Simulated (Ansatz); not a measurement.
# Mg2B (built on the sites of a database entry of Be2B): phonons and vibrational spectra, part 2 of 2

Task: relax Mg2B (built on the sites of a database entry of Be2B), then find its harmonic phonons.

Ansatz 0.2.0; DFT PBE, scalar-relativistic, plane waves, norm-conserving pseudopotentials.

So far. Step 3 (Relaxation, k-mesh 12×12×12): Little changed from the start: no atom moved by 0.005 Å and no cell edge by 0.1 %. The relaxed cell has a = 5.794 Å (conventional setting).

The structure was built from a prototype and need not be the compound's stable phase.

## (4) Tight relaxation

Phonons need a cell at rest on their own settings, so the relaxation is repeated with tight tolerances on forces and stress, using the mesh and the filling of the phonon run that follows.

Contents of input.yaml:

```yaml
crystal:
  lattice:
    - [0.0, 2.896908268, 2.896908268]
    - [2.896908268, 0.0, 2.896908268]
    - [2.896908268, 2.896908268, 0.0]
  atoms:
    - { symbol: Mg, position: [0.25, 0.25, 0.25] }
    - { symbol: Mg, position: [0.75, 0.75, 0.75] }
    - { symbol: B, position: [0.0, 0.0, 0.0] }
kpoints:
  mp_grid: { grid: [12, 12, 12] }
hamiltonian:
  xc: pbe
  pseudopotentials: { kind: nc }
scf:
  occupations: { method: methfessel_paxton, width: 0.15 }
output:
  forces: true
  stress: true
  eigenvalues: true
relax:
  adjacent_minimum: "off"
  f_tol: 0.001
  max_steps: 60
  cell: { stress_tol: 0.01 }
```

Launch:

```
$ ansatz run input.yaml --threads 4 --pin off --max-ram 7168MiB --backend cpu --events-out ev --progress --plain --runs-dir out
```

Numbers of over 12 decimals in the logs are rounded to 6 here.

Log:

```text
[...]
Crystal: 3 atoms, lattice volume = 48.622 Å³
Basis set: ecut = 1142.878222 eV, 4279 PW (Γ), exchange–correlation on 96×96×96 points (8 copies of the dense FFT grid, shifted against one another)
Bands: 16, of which v1, the nominal top of the filled ones, is band 12 counted from 1 (11 counted from 0)
Symmetry: 48 space group operations
[...]
k-points: 72 of 1728
[...]
--- Relaxed structure (1 steps of the walk, 1 accepted, 1 SCFs on fresh bases) ---
[...]
cell:  # Å, volume = 48.6222 Å³
    - [0.0, 2.896908268, 2.896908268]
    - [2.896908268, 0.0, 2.896908268]
    - [2.896908268, 2.896908268, 0.0]
  atoms:
    - { symbol: Mg, position: [0.25, 0.25, 0.25] }
    - { symbol: Mg, position: [0.75, 0.75, 0.75] }
    - { symbol: B, position: [0.0, 0.0, 0.0] }
[key lines of the parts left out:]
SCF converged after 6 iterations
Free energy (F): -3312.506940 eV
Fermi energy:    6.010102 eV
P = ⅓ Tr σ = -0.0076 GPa (-0.076 kbar)
```

Wall time 6.4 s (4 threads of Arm Neoverse V1, shared host); peak memory 0.52 GiB; 24 s of CPU time.

Little changed from the start: no atom moved by 0.005 Å and no cell edge by 0.1 %.

Numbers from this step:

```yaml
pressure: -0.007645 GPa
```

The forces vanish by symmetry and the pressure is -0.008 GPa, within the tolerances set. The cell now holds 16.21 Å³/atom.

## (5) Zone-centre response

The zone centre comes first: it holds the modes that light can see, as far as symmetry allows. No field response is asked, since the mesh shows no gap.

Changes to input.yaml since step 4:

```diff
@@ -17,9 +17,4 @@
 output:
-  forces: true
-  stress: true
   eigenvalues: true
-relax:
-  adjacent_minimum: "off"
-  f_tol: 0.001
-  max_steps: 60
-  cell: { stress_tol: 0.01 }
+phonons:
+  method: dfpt
```

Log:

```text
zone centre: on kpoints.mp_grid the ground state, and the responses unless they are solved on pairs of k-points, stand on 163 of the mesh's 1728 k-points, reduced under 8 symmetry operations, with k and −k counted as one. Each operation leaves every solved displacement unchanged or reverses it
[...]
Crystal: 3 atoms, lattice volume = 48.622 Å³
Basis set: ecut = 1142.878222 eV, 4279 PW (Γ), exchange–correlation on 96×96×96 points (8 copies of the dense FFT grid, shifted against one another)
Bands: 16, of which v1, the nominal top of the filled ones, is band 12 counted from 1 (11 counted from 0)
Symmetry: 48 space group operations
k-points: 163 of 1728 (irreducible under 8 space group operations, time reversal used)
[...]
SCF iter   1: F=—  HF=-3313.059962 eV  |F-HF|=—  |Δ(HF+E_count)|=         —  Δρ=4.43e-2  dr2=2.03e0  ethr=3.10e-3  ⟨swp⟩=6.1  Hψ=14711  notcnv=0
[...]
SCF iter  10: F=-3312.506940 eV  HF=-3312.506940 eV  |F-HF|=4.55e-12  |Δ(HF+E_count)|=  6.55e-11  S|Δr|=    0.00e0  Δρ=1.40e-7  dr2=2.82e-12  ethr=1.00e-12  ⟨swp⟩=7.0  Hψ=12108  notcnv=0
the search or the solves at the SCF's close seem to have found levels that the self-consistency loop had missed (the run counts 1). By its estimate they hold under 1e-12 electrons; where the run keeps them, the occupations were computed again with them
SCF 1 converged in 10 iterations: F = -3312.506940 eV  dr2 = 2.82e-12
DFPT response loops at Γ: preconditioner auto → Kerker (q_TF=auto, 2.408 Å⁻¹) (partly filled bands, converged f_vac=0.000); β = 1.00, the filter's whole step (`scf.mixing.beta` (0.50) is not read by the response loops under this deck's `scf.mixing.preconditioner`; to damp them name `kerker` or `kerker_dos`, under which they read `scf.mixing.beta`, and type it under 1.00, their step now; both keys bind the ground state too); Broyden in place of MSR1
SCF converged after 10 iterations
[...]
Free energy (F): -3312.506940 eV
[...]
Internal energy: -3312.504591 eV  (E = F + TS)
E sigma→0 (E₀):  -3312.506353 eV
Entropy (-TS):   -0.002349 eV (-0.783 meV/atom)
Fermi energy:    6.010102 eV
[...]
--- Band table (eV; the first three rows and the last of 163) ---
  k-point 0: bands = [... 8 lower, -2.4729, 6.9253, 6.9253, 6.9253, 9.5018, 11.2211, 11.2211, 11.2211]
  k-point 1: bands = [... 8 lower, -2.3935, 6.4126, 6.8713, 6.8713, 9.7812, 11.2798, 11.3444, 11.3444]
  k-point 2: bands = [... 8 lower, -2.1585, 5.3642, 6.7384, 6.7384, 9.9990, 11.5483, 11.5483, 11.6395]
  k-point 162: bands = [... 8 lower, 0.3622, 3.3360, 3.3360, 4.0690, 9.6487, 11.9499, 12.1537, 12.1537]
--- Phonons (Γ-DFPT): 2 representative perturbations + reference, on 163 of 1728 k-points (Σ response iterations 7) ---
  k mesh reduced under 8 symmetry operations, with k and −k counted as one. Each operation leaves every solved displacement unchanged or reverses it
  ASR residual: 4.102e-3 → 0.000e0 eV/Å²; symmetrization residual: 2.312e-6 eV/Å²
  ASR residual per site (eV/Å²): 4.10e-3 4.10e-3 2.91e-5
  Γ frequencies (cm⁻¹): 0.00 0.00 0.00 292.22 292.22 292.22 381.32 381.32 381.32
  non-analytic LO–TO correction: not included (Born effective charges unavailable; polar crystals: no LO–TO splitting at Γ)
```

Wall time 32 s (4 threads); peak memory 1.3 GiB.

Numbers from this step:

| Quantity | Value |
| --- | --- |
| sum-rule residual before enforcement | 0.004102 eV/Å² |
| point group | m-3m |
| highest optical mode at the zone centre (no LO-TO term) | 381.3 cm⁻¹ |
| lowest optical zone-centre mode | 292.2 cm⁻¹ |

Patterns of degenerate modes are one choice out of their space. The modes at Γ (shares of kinetic energy by element, %):

```
mode  frequency (cm⁻¹)  symmetry  Mg %  B %
   1               0.0  acoustic    82   18
   2               0.0  acoustic    82   18
   3               0.0  acoustic    82   18
   4             292.2       T2g   100    0
   5             292.2       T2g   100    0
   6             292.2       T2g   100    0
   7             381.3       T1u    18   82
   8             381.3       T1u    18   82
   9             381.3       T1u    18   82
```

Displacements in mode 4 (292.2 cm⁻¹), the largest set to 1:
```
Mg1  0.00  0.91 -1.00
Mg2  0.00 -0.91  1.00
B3   0.00  0.00  0.00
```

Displacements in mode 7 (381.3 cm⁻¹), the largest set to 1:
```
Mg1  0.00 -0.22  0.08
Mg2  0.00 -0.22  0.08
B3   0.00  1.00 -0.37
```

Before it was imposed, the acoustic sum rule was missed by 0.0041 eV/Å². Small misses are needed for a sound result but don't prove that mesh and cutoff are converged. The lowest optical mode is real, 292 cm⁻¹.

## (6) The dispersion

Stability and thermal properties need the whole zone. Linear response on a 4×4×4 q mesh gives force constants as far as a supercell of that size would.

Changes to input.yaml since step 5:

```diff
@@ -20 +20,8 @@
   method: dfpt
+  qmesh: [4, 4, 4]
+  temperatures: { t_max: 1000, t_step: 50 }
+  qpath:
+    path:
+      - [[0.0, 0.0, 0.0], [0.5, 0.0, 0.5], [0.625, 0.25, 0.625]]
+      - [[0.375, 0.375, 0.75], [0.0, 0.0, 0.0], [0.5, 0.5, 0.5], [0.5, 0.25, 0.75], [0.5, 0.0, 0.5]]
+    npoints: 10
```

Log:

```text
Engine: ansatz 0.2.0, aarch64-unknown-linux-gnu
Pseudopotentials: kind: nc
Pseudopotential: Mg, nc, valence charge 10, recommended cutoff 1142.878222 eV (normal), Mg.nc.azcp
Pseudopotential: B, nc, valence charge 3, recommended cutoff 1116 eV (normal), B.nc.azcp
Functional definition: PBE
  parameter kappa = 0.804
  parameter beta = 0.066725
  exchange = pbe_x(kappa = kappa, mu = beta*pi^2/3)
  correlation = pbe_c(beta = beta)
Crystal: 3 atoms, lattice volume = 48.622 Å³
Basis set: ecut = 1142.878222 eV, 4279 PW (Γ), exchange–correlation on 96×96×96 points (8 copies of the dense FFT grid, shifted against one another)
Bands: 16, of which v1, the nominal top of the filled ones, is band 12 counted from 1 (11 counted from 0)
Symmetry: 48 space group operations
k-points: 72 of 1728
Non-local potential: Mg, projectors of the file, l = 0: 2, l = 1: 2
Non-local potential: B, projectors of the file, l = 0: 2, l = 1: 2
Initial density: superposition of atomic densities (chi_scale 0.1, normalization cell, long waves kept (reshape's long-wave potential 0.00 eV rms))
Initial wavefunctions: pseudopotential atomic-orbital guess
Functional: x = pbe(κ = 0.804, μ = 0.219515), c = pbe(β = 0.066725)
SCF iter   1: F=—  HF=-3313.059996 eV  |F-HF|=—  |Δ(HF+E_count)|=         —  Δρ=4.43e-2  dr2=2.03e0  ethr=3.10e-3  ⟨swp⟩=6.0  Hψ=6472  notcnv=0
preconditioner: auto → Kerker (q_TF=auto, 2.408 Å⁻¹)  [metal: Δε(μ)=0.020 eV  Ē_g=8.189 eV  σ=0.150 eV  W_gap=0.11  n_scr=14 (ndim 8)  ℏωp=14.1 eV  f_vac=0.000  D(μ)=2.26/eV (n_scr^D=14)]
SCF iter   2: F=—  HF=-3312.638095 eV  |F-HF|=—  |Δ(HF+E_count)|=   4.22e-1  S|Δr|=    0.00e0  Δρ=2.35e-2  dr2=5.56e-1  ethr=3.10e-3  ⟨swp⟩=2.3  Hψ=2079  notcnv=0
SCF iter   3: F=—  HF=-3312.506338 eV  |F-HF|=—  |Δ(HF+E_count)|=   1.32e-1  S|Δr|=    0.00e0  Δρ=5.86e-3  dr2=1.69e-2  ethr=2.42e-3  ⟨swp⟩=2.3  Hψ=1735  notcnv=0
SCF iter   4: F=—  HF=-3312.506863 eV  |F-HF|=—  |Δ(HF+E_count)|=   5.25e-4  S|Δr|=    0.00e0  Δρ=8.09e-4  dr2=5.55e-4  ethr=7.34e-5  ⟨swp⟩=1.2  Hψ=1377  notcnv=0
SCF iter   5: F=—  HF=-3312.507036 eV  |F-HF|=—  |Δ(HF+E_count)|=   1.74e-4  S|Δr|=    0.00e0  Δρ=3.81e-4  dr2=1.21e-4  ethr=2.41e-6  ⟨swp⟩=2.0  Hψ=1355  notcnv=0
SCF iter   6: F=—  HF=-3312.507050 eV  |F-HF|=—  |Δ(HF+E_count)|=   1.33e-5  S|Δr|=    0.00e0  Δρ=8.36e-5  dr2=2.83e-6  ethr=5.27e-7  ⟨swp⟩=2.0  Hψ=1361  notcnv=0
SCF iter   7: F=—  HF=-3312.507055 eV  |F-HF|=—  |Δ(HF+E_count)|=   5.15e-6  S|Δr|=    0.00e0  Δρ=1.21e-5  dr2=3.71e-8  ethr=1.23e-8  ⟨swp⟩=2.0  Hψ=1406  notcnv=0
SCF iter   8: F=—  HF=-3312.506940 eV  |F-HF|=—  |Δ(HF+E_count)|=   1.15e-4  S|Δr|=    0.00e0  Δρ=3.36e-6  dr2=1.66e-9  ethr=1.61e-10  ⟨swp⟩=2.1  Hψ=1838  notcnv=0
SCF iter   9: F=—  HF=-3312.506940 eV  |F-HF|=—  |Δ(HF+E_count)|=   1.21e-9  S|Δr|=    0.00e0  Δρ=8.45e-7  dr2=8.80e-11  ethr=7.20e-12  ⟨swp⟩=2.0  Hψ=1971  notcnv=0
[...]
NSCF: frozen V_eff on 1872 k-points
DFPT response loops at q = (0, 0, 0.25) (fractional): mixed as the last ones told, above
phonons.qmesh, q = [0.0000, 0.0000, 0.2500]: its response loops start from zero, take more passes and end by a threshold: the memory limit or budget leaves too little room for the subspace of the ground state's own states beside the solves, or none could be made (phonons.method)
NSCF: frozen V_eff on 952 k-points
DFPT response loops at q = (0, 0, -0.5) (fractional): mixed as the last ones told, above
NSCF: frozen V_eff on 1020 k-points
DFPT response loops at q = (0, 0.25, 0.25) (fractional): mixed as the last ones told, above
NSCF: frozen V_eff on 3456 k-points
NSCF: frozen V_eff on 3456 k-points
phonons.qmesh, q = [0.0000, 0.2500, -0.5000]: its response loops start from zero, take more passes and end by a threshold: the memory limit or budget leaves too little room for the subspace of the ground state's own states beside the solves, or none could be made (phonons.method)
NSCF: frozen V_eff on 3456 k-points
Step stopped at a memory limit. What follows is not a result of the run: it is the report of the last solve that finished, which converged after 10 SCF iterations.
Free energy (F): -3312.506940 eV
Harris-Foulkes:  -3312.506940 eV  (|F-HF|=5.46e-12)
Internal energy: -3312.504591 eV  (E = F + TS)
E sigma→0 (E₀):  -3312.506353 eV
Entropy (-TS):   -0.002349 eV (-0.783 meV/atom)
Fermi energy:    6.010102 eV
--- Per-component energies (eV) ---
  E_band       = -684.593455
  E_kinetic    = 1900.104024
  E_local      = -3322.803447  (includes V_loc(G=0)·N_el)
  E_nonlocal   = -1023.916348
  E_hartree    = 1180.367098
  E_xc         = -465.059331
  E_vxc        = -598.711879  (∫ρ·V_xc dr)
  E_ewald      = -1581.196587
  E_smearing   = -0.002349  (= −TS)
  E_closure    = 0.000000  (closes the sum)
  Σ components = -3312.506940   (vs F -3312.506940, Δ=0.00e0)
--- Band table (eV; the first three rows and the last of 72) ---
  k-point 0: bands = [... 8 lower, -2.4729, 6.9253, 6.9253, 6.9253, 9.5018, 11.2211, 11.2211, 11.2211]
  k-point 1: bands = [... 8 lower, -2.3935, 6.4126, 6.8713, 6.8713, 9.7812, 11.2798, 11.3444, 11.3444]
  k-point 2: bands = [... 8 lower, -2.1585, 5.3642, 6.7384, 6.7384, 9.9990, 11.5483, 11.5483, 11.6395]
  k-point 71: bands = [... 8 lower, 0.3622, 3.3360, 3.3360, 4.0690, 9.6487, 11.9499, 12.1537, 12.1537]
End of that report.
Error: memory limit exceeded: the `dfpt response` phase needs 7.67 GiB against the run's memory maximum of 7.00 GiB; largest carriers: scf state 3.52 GiB, retained responses 1.32 GiB, fixed right-hand sides 1.32 GiB, plane-wave basis 0.88 GiB, unmodelled-tail allowance 0.36 GiB; wavefunction blocks cannot be spilled: a `phonons` calculation is not among those that spill (`scf`, `evaluate`, and `md` and `relax` at a fixed cell)
with nothing else changed it takes a maximum of at least 7.67 GiB, with nothing to spare, and 8.44 GiB leaves up to a tenth: --max-ram 8.44GiB where that set the maximum, else more of the term that did, and with no share typed, where 8.44 GiB is over 0.88 of the host's memory or its container's limit, a share of 0.88 or more that holds the maximum too (--max-ram-frac F), where one does; The budget is ten elevenths of [...]
```

The job ended after 11 min (4 threads; peak memory 5.2 GiB).

The run ended with an error after its SCF cycle had converged; no result of it is taken.

The program's message: “memory limit exceeded: the `dfpt response` phase needs 7.67 GiB against the run's memory maximum of 7.00 GiB; largest carriers: scf state 3.52 GiB, retained responses 1.32 GiB, fixed right-hand sides …”

## (7) Isotope substitution, element B, natural mass 10.81 amu

An isotope changes the mass and not the force constants, so no new electronic calculation is needed; the shifts show which modes move this element.

The same force constants with the mass of B changed from 10.810 to 10.013 u (phonopy, no LO-TO term). Both lists are sorted by frequency; levels can cross, so a row need not hold one and the same mode. Modes under 3 cm⁻¹ are left out. Isotope shifts, by row:

```
    q  rank  natural mass (cm⁻¹)  changed mass (cm⁻¹)
0 0 0     4                292.2                292.2
0 0 0     5                292.2                292.2
0 0 0     6                292.2                292.2
0 0 0     7                381.3                393.5
0 0 0     8                381.3                393.5
0 0 0     9                381.3                393.5
```

A mode of this element alone would shift by +3.90 %. The highest zone-centre frequency without the field goes from 381.3 to 393.5 cm⁻¹ (+3.2 %). The product of the frequency ratios over all optical modes at Γ is 1.099; the product rule, (m/m′)^(3k/2) (M′/M)^(3/2) with k = 1 such atoms and M the mass of the cell, gives 1.099.

## (8) Isotope substitution, element Mg, natural mass 24.305 amu

The same for Mg, from 24.30 to 25.98 u.

A mode of this element alone would shift by -3.28 %. The highest zone-centre frequency without the field goes from 381.3 to 379.1 cm⁻¹ (-0.6 %). The product of the frequency ratios over all optical modes at Γ is 0.889; the product rule, (m/m′)^(3k/2) (M′/M)^(3/2) with k = 2 such atoms and M the mass of the cell, gives 0.889.

## (9) What came out

```
space group after relaxation (within 0.01 Å)            : Fm-3m
volume per atom                                         : 16.2 Å³
electronic character                                    : no gap on this mesh
highest optical mode at the zone centre (no LO-TO term) : 381 cm⁻¹
lowest optical zone-centre mode                         : 292 cm⁻¹
imaginary modes at Γ (the only wavevector solved)       : none
```

What this shows: The structure is stable against zone-centre distortions, since no mode there is imaginary; runs at other wavevectors are not part of this account. The optical modes at Γ span 292 to 381 cm⁻¹. The dispersion is not part of this account. The highest mode in this list at Γ, 381.3 cm⁻¹, is mostly motion of B (82 % of the kinetic energy). With no gap, or one that is small against the smearing, the frequencies hang on the k mesh and the smearing, most of all near Kohn anomalies. The phonon runs are without spin polarisation, although the cell has an odd electron count. The starting cell was built on a prototype and not taken from a measurement, so the phase need not exist. These are harmonic frequencies at zero temperature: anharmonic shifts, linewidths and thermal expansion are left out.

[Logs are printed without paths, hosts, clocks, repeated set-up lines and the standing remarks that a program may print on its own settings, such as how far it seeks lower states.]

[Hosts, paths, dates, database ids (printed as entryN), source tags and the programs' standing remarks are cut or masked in the printed files.]
